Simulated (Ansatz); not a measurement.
G0W0 rungs for LiNbO3 (R3c).

Symmetry: R3c, No. 161, trigonal system. Conventional cell: a = 5.152 Å, b = 5.152 Å, c = 13.869 Å, α = 90.00°, β = 90.00°, γ = 120.00°. Nearest to Li lie 6 O at 2.07 to 2.24 Å. Nearest to Nb lie 6 O at 1.88 to 2.13 Å. Nearest to O lie 2 Nb at 1.88 to 2.13 Å and 2 Li at 2.07 to 2.24 Å. Farther neighbours and most contacts between anions are not listed.

```yaml
crystal:
  lattice:
    - [2.57580, 1.48714, 4.62300]
    - [-2.57580, 1.48714, 4.62300]
    - [0.00000, -2.97428, 4.62300]
  atoms:
    - { symbol: Li, position: [0.28150, 0.28150, 0.28150] }
    - { symbol: Li, position: [0.78150, 0.78150, 0.78150] }
    - { symbol: Nb, position: [0.00006, 0.00006, 0.00006] }
    - { symbol: Nb, position: [0.50006, 0.50006, 0.50006] }
    - { symbol: O, position: [0.11231, 0.35836, 0.71959] }
    - { symbol: O, position: [0.71959, 0.11231, 0.35836] }
    - { symbol: O, position: [0.35836, 0.71959, 0.11231] }
    - { symbol: O, position: [0.21959, 0.85836, 0.61231] }
    - { symbol: O, position: [0.85836, 0.61231, 0.21959] }
    - { symbol: O, position: [0.61231, 0.21959, 0.85836] }
```

The cell and positions come from the Crystallography Open Database and are kept as given unless a step says otherwise.

Runs so far (Ansatz 0.2.0, start PBE, PAW set soft_1 files, 4×4×4 mesh). Times are wall times on 1 × NVIDIA H100 80GB HBM3 (shared by 6 runs) with 3 threads of AMD EPYC 7R13 (Zen 3), shared host, good to a factor of about two.

```
bands summed  cutoff (eV)  gap on the mesh (eV)  time
         119           50                 5.326  17 s
         275          100                 5.134  22 s
         477          150                 5.153  38 s
```

What should the next rung give, with 821 bands and screening to 220 eV, and where is the limit?

The error falls about as one over the bands when the cutoff rises with them. A line through the two highest rungs given predicts 5.164 eV; the run gave 5.186 eV, a miss of 0.022 eV, so the law fails here: the steps don't follow it yet. The two highest rungs put the limit near 5.232 eV, the pair below near 5.179 eV; neither can be trusted until a further rung is run.

Gaps are over the mesh's points; an edge off the mesh would be missed. Limits: not at the basis limit; no spin-orbit coupling.

[Paths, hosts, dates, memory and timing lines, banners, echoed tables and standing remarks are left out of the program output.]

[Logs are printed without paths, hosts, clocks, repeated set-up lines and the standing remarks that a program may print on its own settings, such as how far it seeks lower states.]

[Runs of the session that timed out or met a known fault of the program may be left out.]

[Cells called generated may have been cut or substituted from an entry of the Crystallography Open Database or the Materials Project.]

[Hosts, paths, dates, database ids (printed as entryN), source tags and the programs' standing remarks are cut or masked in the printed files.]
